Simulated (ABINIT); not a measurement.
Planning a run of ABINIT 10.8.3 on TiO2 (Rutile). The input:

```
acell 3*1.0 Angstrom
rprim 
  4.592200000000 0.000000000000 0.000000000000
  0.000000000000 4.592200000000 0.000000000000
  0.000000000000 0.000000000000 2.957400000000
ntypat 2
znucl 22 8
natom 6
typat 1 1 2 2 2 2
xred 
  0.000000000000 0.000000000000 0.000000000000
  0.500000000000 0.500000000000 0.500000000000
  0.304960000000 0.304960000000 0.000000000000
  0.195040000000 0.804960000000 0.500000000000
  0.695040000000 0.695040000000 0.000000000000
  0.804960000000 0.195040000000 0.500000000000
pp_dirpath "pseudos"
pseudos "Ti.upf, O.upf"
ecut 38
ngkpt 8 8 12
nshiftk 1
shiftk 0 0 0
kptopt 1
chksymbreak 0
iscf -2
irdden 1
istwfk *1
nband 36
nbdbuf 4
tolwfr 1e-09
nstep 60
prtvol 0
indata_prefix "in"
outdata_prefix "out"
tmpdata_prefix "tmp"
```

```sh
OMP_NUM_THREADS=1 mpirun -n 4 abinit run.abi > log
```

**Question.** How long will it take on 4 MPI ranks of Arm Neoverse V1, shared host, and how much memory?

It took 1.7 min; on shared hardware allow 50 s to 3.3 min. Peak host memory was 0.53 GiB.

[Paths, hosts, dates, memory and timing lines, banners, echoed tables and standing remarks are left out of the program output.]

[Logs are printed without paths, hosts, clocks, repeated set-up lines and the standing remarks that a program may print on its own settings, such as how far it seeks lower states.]

[Runs of the session that timed out or met a known fault of the program may be left out.]

[Hosts, paths, dates, database ids (printed as entryN), source tags and the programs' standing remarks are cut or masked in the printed files.]

[G0W0 gaps are taken among the corrected bands and points alone; a level outside them can change the order at an edge.]

[Where Ansatz stands beside ABINIT at settings called matched, ABINIT's density can come from a denser mesh and the files from another edition; pairs whose starting gaps differed by over 0.03 eV were left out, so agreement reads better than it is.]
